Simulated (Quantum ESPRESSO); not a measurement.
**Fe: a ladder in the functional**

Two starts of Fe are run at each rung of the functional.

Main program and level: Quantum ESPRESSO 7.5; LDA; plane waves with GBRV 1.5 LDA potentials, no spin-orbit coupling (settings of the first rung).

The database entry behind the starting cell differs from other determinations of this structure, so it need not match the best structure at room temperature.

**1. The structure**

Symmetry: Im-3m, No. 229, cubic system. Conventional cell: a = 2.886 Å, b = 2.886 Å, c = 2.886 Å, α = 90.00°, β = 90.00°, γ = 90.00°. Nearest to Fe lie 8 Fe at 2.50 Å.

Structure file:

```
CELL_PARAMETERS angstrom
-1.44300 1.44300 1.44300
1.44300 -1.44300 1.44300
1.44300 1.44300 -1.44300
ATOMIC_POSITIONS crystal
Fe 0.00000 0.00000 0.00000
```

**2. Rung 1, start ferro +**

ASE passes magmoms on as starting_magnetization. pw.x reads values of 1 or more as Bohr magnetons; where all are smaller, it reads them as fractions of the valence charge.

Input file pw.py:

```python
from ase import Atoms
from ase.calculators.espresso import Espresso, EspressoProfile

atoms = Atoms(['Fe'],
    cell=[[-1.443, 1.443, 1.443],
         [1.443, -1.443, 1.443],
         [1.443, 1.443, -1.443]],
    scaled_positions=[[0.0, 0.0, 0.0]],
    pbc=True,
    magmoms=[2.8])
input_data = {
    'control': {'calculation': 'scf', 'prefix': 'pwscf', 'outdir': './tmp', 'disk_io': 'nowf', 'tprnfor': True, 'tstress': True},
    'system': {'ecutwfc': 40.0, 'ecutrho': 280.0, 'nbnd': 15, 'occupations': 'smearing', 'smearing': 'fd', 'degauss': 0.00999582, 'nspin': 2},
    'electrons': {'conv_thr': 2e-09, 'electron_maxstep': 150, 'mixing_beta': 0.3},
}
atoms.calc = Espresso(
    profile=EspressoProfile(command='mpirun -n 2 pw.x -nk 2', pseudo_dir='pseudo'),
    pseudopotentials={'Fe': 'fe_lda_v1.5.uspp.F.UPF'},
    input_data=input_data,
    kpts=(14, 14, 14),
    koffset=(0, 0, 0))
energy = atoms.get_potential_energy(force_consistent=True)
print(f'free energy: {energy:.6f} eV')
print('site moments (muB):', atoms.get_magnetic_moments().round(3))
```

Launch:

```
$ OMP_NUM_THREADS=1 python3 pw.py > pw.log
```

The program printed:

```text
free energy: -3405.514321 eV
site moments (muB): [2.314]

--- espresso.pwo ---
Program PWSCF v.7.5 starts

Warning: card &CELL ignored
Warning: card &FCP ignored
Warning: card &RISM ignored

     Message from routine setup:
     using ibrav=0 with symmetry is DISCOURAGED, use correct ibrav instead

     K-points division:     npool     =       2
     Subspace diagonalization in iterative solution of the eigenvalue problem:

     bravais-lattice index     =            0
     lattice parameter (alat)  =       4.7231  a.u.
     unit-cell volume          =      81.1065 (a.u.)^3
     number of atoms/cell      =            1
     number of atomic types    =            1
     number of electrons       =        16.00
     number of Kohn-Sham states=           15
     kinetic-energy cutoff     =      40.0000  Ry
     charge density cutoff     =     280.0000  Ry
     scf convergence threshold =      2.0E-09
     mixing beta               =       0.3000
     number of iterations used =            8  plain     mixing
     Exchange-correlation=  SLA  PZ   NOGX NOGC
                           (   1   1   0   0   0   0   0)

     celldm(1)=   4.723086  celldm(2)=   0.000000  celldm(3)=   0.000000
     celldm(4)=   0.000000  celldm(5)=   0.000000  celldm(6)=   0.000000

     crystal axes: (cart. coord. in units of alat)
               a(1) = (  -0.577350   0.577350   0.577350 )
               a(2) = (   0.577350  -0.577350   0.577350 )
               a(3) = (   0.577350   0.577350  -0.577350 )

     reciprocal axes: (cart. coord. in units 2 pi/alat)
               b(1) = ( -0.000000  0.866025  0.866025 )
               b(2) = (  0.866025 -0.000000  0.866025 )
               b(3) = (  0.866025  0.866025  0.000000 )

     PseudoPot. # 1 for Fe read from file:
     fe_lda_v1.5.uspp.F.UPF
     Pseudo is Ultrasoft + core correction, Zval = 16.0

     atomic species   valence    mass     pseudopotential
     Fe               16.00    55.84500     Fe( 1.00)

     Starting magnetic structure
     atomic species   magnetization
     Fe              0.175

     48 Sym. Ops., with inversion, found

   Cartesian axes

     site n.     atom                  positions (alat units)
         1        Fe     tau(   1) = (   0.0000000   0.0000000   0.0000000  )

     number of k points=   104  Fermi-Dirac smearing, width (Ry)=  0.0100

     Number of k-points >= 100: set verbosity='high' to print them.

     Dense  grid:     6459 G-vectors     FFT dimensions: (  25,  25,  25)

     Smooth grid:     2779 G-vectors     FFT dimensions: (  20,  20,  20)

     Check: negative core charge=   -0.000066
     Generating pointlists ...
     new r_m :   0.4125 (alat units)  1.9483 (a.u.) for type    1

     Initial potential from superposition of free atoms

     starting charge      15.0000, renormalised to      16.0000
     Starting wfcs are   13 randomized atomic wfcs +    2 random wfcs

     Self-consistent Calculation

     iteration #  1     ecut=    40.00 Ry     beta= 0.30
     Davidson diagonalization with overlap
     ethr =  1.00E-02,  avg # of iterations =  4.3

     total energy              =    -249.78404034 Ry
     estimated scf accuracy    <       2.46238688 Ry

     total magnetization       =     1.90 Bohr mag/cell
     absolute magnetization    =     1.91 Bohr mag/cell

     iteration #  2     ecut=    40.00 Ry     beta= 0.30
     Davidson diagonalization with overlap
     ethr =  1.00E-02,  avg # of iterations =  1.9

     total energy              =    -250.28717563 Ry
     estimated scf accuracy    <       0.06790675 Ry

     total magnetization       =     2.44 Bohr mag/cell
     absolute magnetization    =     2.47 Bohr mag/cell

     [... further iterations left out ...]

     iteration # 10     ecut=    40.00 Ry     beta= 0.30
     Davidson diagonalization with overlap
     ethr =  1.44E-10,  avg # of iterations =  1.9

     total energy              =    -250.30070778 Ry
     estimated scf accuracy    <          8.5E-09 Ry

     total magnetization       =     2.29 Bohr mag/cell
     absolute magnetization    =     2.37 Bohr mag/cell

     iteration # 11     ecut=    40.00 Ry     beta= 0.30
     Davidson diagonalization with overlap
     ethr =  5.28E-11,  avg # of iterations =  1.0

     Magnetic moment per site  (integrated on atomic sphere of radius R)
     atom   1 (R=0.413)  charge= 14.4447  magn=  2.3141

     End of self-consistent calculation

     Number of k-points >= 100: set verbosity='high' to print the bands.

     the Fermi energy is    16.6193 ev

!    total energy              =    -250.30070778 Ry
     estimated scf accuracy    <          9.9E-10 Ry
     smearing contrib. (-TS)   =      -0.00460396 Ry
     internal energy E=F+TS    =    -250.29610382 Ry

     The total energy is F=E-TS. E is the sum of the following terms:
     one-electron contribution =    -118.81768964 Ry
     hartree contribution      =      68.13686620 Ry
     xc contribution           =     -28.78899899 Ry
     ewald contribution        =    -170.82628139 Ry

     total magnetization       =     2.29 Bohr mag/cell
     absolute magnetization    =     2.37 Bohr mag/cell

     convergence has been achieved in  11 iterations

     Forces acting on atoms (cartesian axes, Ry/au):

     atom    1 type  1   force =     0.00000000    0.00000000    0.00000000

     Total force =     0.000000     Total SCF correction =     0.000000

     Computing stress (Cartesian axis) and pressure

          total   stress  (Ry/bohr**3)                   (kbar)     P=     -242.82
  -0.00165067   0.00000000   0.00000000         -242.82        0.00        0.00
  -0.00000000  -0.00165067   0.00000000           -0.00     -242.82        0.00
   0.00000000   0.00000000  -0.00165067            0.00        0.00     -242.82

=------------------------------------------------------------------------------=
   JOB DONE.
=------------------------------------------------------------------------------=
```

Elapsed: 12 s, on 2 MPI ranks of Arm Neoverse N1, shared host; peak memory 0.21 GiB; 23 s of CPU time.

Spin moment in the atom's sphere by atom:

```
atom  spin moment in the atom's sphere (μB)
 Fe1                                   2.31
```

Numbers from this step:

```yaml
magnetization: 2.291 μB
final_state: ferromagnetic
```

**3. Rung 1, start antiferro q=(0,0,1/2) +-**

The wavevector q is in fractions of the reciprocal vectors of the crystal's primitive cell, as the cells of these inputs are built from it; moments change sign between cells as cos(2π q·R).

Input file pw.py:

```python
from ase import Atoms
from ase.calculators.espresso import Espresso, EspressoProfile

atoms = Atoms(['Fe', 'Fe'],
    cell=[[-1.443, 1.443, 1.443],
         [1.443, -1.443, 1.443],
         [2.886, 2.886, -2.886]],
    scaled_positions=[[0.0, 0.0, 0.0],
         [0.0, 0.0, 0.5]],
    pbc=True,
    magmoms=[2.8, -2.8])
input_data = {
    'control': {'calculation': 'scf', 'prefix': 'pwscf', 'outdir': './tmp', 'disk_io': 'nowf', 'tprnfor': True, 'tstress': True},
    'system': {'ecutwfc': 40.0, 'ecutrho': 280.0, 'nbnd': 23, 'occupations': 'smearing', 'smearing': 'fd', 'degauss': 0.00999582, 'nspin': 2},
    'electrons': {'conv_thr': 4e-09, 'electron_maxstep': 150, 'mixing_beta': 0.3},
}
atoms.calc = Espresso(
    profile=EspressoProfile(command='mpirun -n 2 pw.x -nk 2', pseudo_dir='pseudo'),
    pseudopotentials={'Fe': 'fe_lda_v1.5.uspp.F.UPF'},
    input_data=input_data,
    kpts=(14, 14, 7),
    koffset=(0, 0, 0))
energy = atoms.get_potential_energy(force_consistent=True)
print(f'free energy: {energy:.6f} eV')
print('site moments (muB):', atoms.get_magnetic_moments().round(3))
```

Launch:

```
$ OMP_NUM_THREADS=1 python3 pw.py > pw.log
```

The program printed:

```text
     [... lines left out ...]
free energy: -6810.629061 eV
site moments (muB): [ 2.058 -2.058]
--- espresso.pwo ---
Program PWSCF v.7.5 starts
     [... lines left out ...]
     number of atoms/cell      =            2
     [... lines left out ...]
     number of electrons       =        32.00
     number of Kohn-Sham states=           23
     kinetic-energy cutoff     =      40.0000  Ry
     charge density cutoff     =     280.0000  Ry
     scf convergence threshold =      4.0E-09
     [... lines left out ...]
      8 Sym. Ops., with inversion, found
     [... lines left out ...]
     number of k points=   228  Fermi-Dirac smearing, width (Ry)=  0.0100
     [... lines left out ...]
     iteration # 15     ecut=    40.00 Ry     beta= 0.30
     [... lines left out ...]
     Magnetic moment per site  (integrated on atomic sphere of radius R)
     atom   1 (R=0.413)  charge= 14.4404  magn=  2.0578
     atom   2 (R=0.413)  charge= 14.4404  magn= -2.0578
     [... lines left out ...]
     the Fermi energy is    16.8949 ev
!    total energy              =    -500.57204692 Ry
     estimated scf accuracy    <          3.6E-11 Ry
     smearing contrib. (-TS)   =      -0.01525795 Ry
     [... lines left out ...]
     total magnetization       =     0.00 Bohr mag/cell
     absolute magnetization    =     4.24 Bohr mag/cell
     convergence has been achieved in  15 iterations
     [... lines left out ...]
     Total force =     0.000000     Total SCF correction =     0.000000
     [... lines left out ...]
          total   stress  (Ry/bohr**3)                   (kbar)     P=     -257.50
     [... lines left out ...]
```

The job ended after 1.8 min (2 MPI ranks; peak memory 0.34 GiB; 3.6 min of CPU time).

Spin moment in the atom's sphere by atom:

```
atom  spin moment in the atom's sphere (μB)
 Fe1                                   2.06
 Fe2                                  -2.06
```

Numbers from this step:

```
magnetization : 0 μB
final state   : antiferromagnetic
```

**4. Rung 2, start ferro +**

Input file pw.py:

```python
from ase import Atoms
from ase.calculators.espresso import Espresso, EspressoProfile

atoms = Atoms(['Fe'],
    cell=[[-1.443, 1.443, 1.443],
         [1.443, -1.443, 1.443],
         [1.443, 1.443, -1.443]],
    scaled_positions=[[0.0, 0.0, 0.0]],
    pbc=True,
    magmoms=[2.8])
input_data = {
    'control': {'calculation': 'scf', 'prefix': 'pwscf', 'outdir': './tmp', 'disk_io': 'nowf', 'tprnfor': True, 'tstress': True},
    'system': {'ecutwfc': 40.0, 'ecutrho': 280.0, 'nbnd': 15, 'occupations': 'smearing', 'smearing': 'fd', 'degauss': 0.00999582, 'nspin': 2},
    'electrons': {'conv_thr': 2e-09, 'electron_maxstep': 150, 'mixing_beta': 0.3},
}
atoms.calc = Espresso(
    profile=EspressoProfile(command='mpirun -n 2 pw.x -nk 2', pseudo_dir='pseudo'),
    pseudopotentials={'Fe': 'fe_pbesol_v1.5.uspp.F.UPF'},
    input_data=input_data,
    kpts=(14, 14, 14),
    koffset=(0, 0, 0))
energy = atoms.get_potential_energy(force_consistent=True)
print(f'free energy: {energy:.6f} eV')
print('site moments (muB):', atoms.get_magnetic_moments().round(3))
```

Launch:

```
$ OMP_NUM_THREADS=1 python3 pw.py > pw.log
```

The program printed:

```text
     [... lines left out ...]
free energy: -3404.069803 eV
site moments (muB): [2.413]
--- espresso.pwo ---
Program PWSCF v.7.5 starts
     [... lines left out ...]
     number of atoms/cell      =            1
     [... lines left out ...]
     number of electrons       =        16.00
     number of Kohn-Sham states=           15
     kinetic-energy cutoff     =      40.0000  Ry
     charge density cutoff     =     280.0000  Ry
     scf convergence threshold =      2.0E-09
     [... lines left out ...]
     48 Sym. Ops., with inversion, found
     [... lines left out ...]
     number of k points=   104  Fermi-Dirac smearing, width (Ry)=  0.0100
     [... lines left out ...]
     iteration # 12     ecut=    40.00 Ry     beta= 0.30
     [... lines left out ...]
     Magnetic moment per site  (integrated on atomic sphere of radius R)
     atom   1 (R=0.413)  charge= 14.4299  magn=  2.4130
     [... lines left out ...]
     the Fermi energy is    16.8440 ev
!    total energy              =    -250.19453771 Ry
     estimated scf accuracy    <          1.7E-09 Ry
     smearing contrib. (-TS)   =      -0.00454442 Ry
     [... lines left out ...]
     total magnetization       =     2.36 Bohr mag/cell
     absolute magnetization    =     2.48 Bohr mag/cell
     convergence has been achieved in  12 iterations
     [... lines left out ...]
     Total force =     0.000000     Total SCF correction =     0.000000
     [... lines left out ...]
          total   stress  (Ry/bohr**3)                   (kbar)     P=     -158.37
     [... lines left out ...]
```

The job ended after 13 s (2 MPI ranks; peak memory 0.21 GiB; 26 s of CPU time).

Read from the output:

| Item | Value |
| --- | --- |
| magnetization | 2.365 μB |
| final state | ferromagnetic |
| largest moment | 2.413 μB |

**5. Rung 2, start antiferro q=(0,0,1/2) +-**

Input file pw.py:

```python
from ase import Atoms
from ase.calculators.espresso import Espresso, EspressoProfile

atoms = Atoms(['Fe', 'Fe'],
    cell=[[-1.443, 1.443, 1.443],
         [1.443, -1.443, 1.443],
         [2.886, 2.886, -2.886]],
    scaled_positions=[[0.0, 0.0, 0.0],
         [0.0, 0.0, 0.5]],
    pbc=True,
    magmoms=[2.8, -2.8])
input_data = {
    'control': {'calculation': 'scf', 'prefix': 'pwscf', 'outdir': './tmp', 'disk_io': 'nowf', 'tprnfor': True, 'tstress': True},
    'system': {'ecutwfc': 40.0, 'ecutrho': 280.0, 'nbnd': 23, 'occupations': 'smearing', 'smearing': 'fd', 'degauss': 0.00999582, 'nspin': 2},
    'electrons': {'conv_thr': 4e-09, 'electron_maxstep': 150, 'mixing_beta': 0.3},
}
atoms.calc = Espresso(
    profile=EspressoProfile(command='mpirun -n 2 pw.x -nk 2', pseudo_dir='pseudo'),
    pseudopotentials={'Fe': 'fe_pbesol_v1.5.uspp.F.UPF'},
    input_data=input_data,
    kpts=(14, 14, 7),
    koffset=(0, 0, 0))
energy = atoms.get_potential_energy(force_consistent=True)
print(f'free energy: {energy:.6f} eV')
print('site moments (muB):', atoms.get_magnetic_moments().round(3))
```

Launch:

```
$ OMP_NUM_THREADS=1 python3 pw.py > pw.log
```

The program printed:

```text
     [... lines left out ...]
free energy: -6807.710816 eV
site moments (muB): [ 2.194 -2.194]
--- espresso.pwo ---
Program PWSCF v.7.5 starts
     [... lines left out ...]
     number of atoms/cell      =            2
     [... lines left out ...]
     number of electrons       =        32.00
     number of Kohn-Sham states=           23
     kinetic-energy cutoff     =      40.0000  Ry
     charge density cutoff     =     280.0000  Ry
     scf convergence threshold =      4.0E-09
     [... lines left out ...]
      8 Sym. Ops., with inversion, found
     [... lines left out ...]
     number of k points=   228  Fermi-Dirac smearing, width (Ry)=  0.0100
     [... lines left out ...]
     iteration # 15     ecut=    40.00 Ry     beta= 0.30
     [... lines left out ...]
     Magnetic moment per site  (integrated on atomic sphere of radius R)
     atom   1 (R=0.413)  charge= 14.4245  magn=  2.1937
     atom   2 (R=0.413)  charge= 14.4245  magn= -2.1937
     [... lines left out ...]
     the Fermi energy is    17.1778 ev
!    total energy              =    -500.35755991 Ry
     estimated scf accuracy    <          8.5E-11 Ry
     smearing contrib. (-TS)   =      -0.01393673 Ry
     [... lines left out ...]
     total magnetization       =     0.00 Bohr mag/cell
     absolute magnetization    =     4.53 Bohr mag/cell
     convergence has been achieved in  15 iterations
     [... lines left out ...]
     Total force =     0.000000     Total SCF correction =     0.000000
     [... lines left out ...]
          total   stress  (Ry/bohr**3)                   (kbar)     P=     -170.67
     [... lines left out ...]
```

Elapsed: 1.8 min, on 2 MPI ranks; peak memory 0.34 GiB; 3.5 min of CPU time.

Read from the output:

```yaml
magnetization: 0 μB
final_state: antiferromagnetic
largest_moment: 2.194 μB
```

**6. Rung 3, start ferro +**

Input file pw.py:

```python
from ase import Atoms
from ase.calculators.espresso import Espresso, EspressoProfile

atoms = Atoms(['Fe'],
    cell=[[-1.443, 1.443, 1.443],
         [1.443, -1.443, 1.443],
         [1.443, 1.443, -1.443]],
    scaled_positions=[[0.0, 0.0, 0.0]],
    pbc=True,
    magmoms=[2.8])
input_data = {
    'control': {'calculation': 'scf', 'prefix': 'pwscf', 'outdir': './tmp', 'disk_io': 'nowf', 'tprnfor': True, 'tstress': True},
    'system': {'ecutwfc': 40.0, 'ecutrho': 280.0, 'nbnd': 15, 'occupations': 'smearing', 'smearing': 'fd', 'degauss': 0.00999582, 'nspin': 2},
    'electrons': {'conv_thr': 2e-09, 'electron_maxstep': 150, 'mixing_beta': 0.3},
}
atoms.calc = Espresso(
    profile=EspressoProfile(command='mpirun -n 2 pw.x -nk 2', pseudo_dir='pseudo'),
    pseudopotentials={'Fe': 'fe_pbe_v1.5.uspp.F.UPF'},
    input_data=input_data,
    kpts=(14, 14, 14),
    koffset=(0, 0, 0))
energy = atoms.get_potential_energy(force_consistent=True)
print(f'free energy: {energy:.6f} eV')
print('site moments (muB):', atoms.get_magnetic_moments().round(3))
```

Launch:

```
$ OMP_NUM_THREADS=1 python3 pw.py > pw.log
```

The program printed:

```text
     [... lines left out ...]
free energy: -3406.156143 eV
site moments (muB): [2.421]
--- espresso.pwo ---
Program PWSCF v.7.5 starts
     [... lines left out ...]
     number of atoms/cell      =            1
     [... lines left out ...]
     number of electrons       =        16.00
     number of Kohn-Sham states=           15
     kinetic-energy cutoff     =      40.0000  Ry
     charge density cutoff     =     280.0000  Ry
     scf convergence threshold =      2.0E-09
     [... lines left out ...]
     48 Sym. Ops., with inversion, found
     [... lines left out ...]
     number of k points=   104  Fermi-Dirac smearing, width (Ry)=  0.0100
     [... lines left out ...]
     iteration # 13     ecut=    40.00 Ry     beta= 0.30
     [... lines left out ...]
     Magnetic moment per site  (integrated on atomic sphere of radius R)
     atom   1 (R=0.413)  charge= 14.4327  magn=  2.4206
     [... lines left out ...]
     the Fermi energy is    17.0022 ev
!    total energy              =    -250.34788087 Ry
     estimated scf accuracy    <          1.1E-09 Ry
     smearing contrib. (-TS)   =      -0.00453435 Ry
     [... lines left out ...]
     total magnetization       =     2.36 Bohr mag/cell
     absolute magnetization    =     2.50 Bohr mag/cell
     convergence has been achieved in  13 iterations
     [... lines left out ...]
     Total force =     0.000000     Total SCF correction =     0.000000
     [... lines left out ...]
          total   stress  (Ry/bohr**3)                   (kbar)     P=      -73.58
     [... lines left out ...]
```

It took 14 s on 2 MPI ranks; peak memory 0.21 GiB.

Numbers from this step:

| Quantity | Value |
| --- | --- |
| magnetization | 2.361 μB |
| final state | ferromagnetic |
| largest moment | 2.421 μB |

(Part 1 of 3 ends here.)

[Long decimals in the printed logs are rounded to 6 places.]

[Logs and program files are shortened in this print: banners, set-up blocks, solver, clock and traceback lines can be left out without a mark of their own.]

[Logs are printed without paths, hosts, clocks, repeated set-up lines and the standing remarks that a program may print on its own settings, such as how far it seeks lower states.]

[Hosts, paths, dates, database ids (printed as entryN), source tags and the programs' standing remarks are cut or masked in the printed files.]

[Where the starting crystal was built by hand or by swapping elements, it need not be the compound's stable phase.]

[Where a cell is said to come from a database of computed structures, the database is the Materials Project.]

[Lattice constants that a cell's source calls measured were typed from memory.]
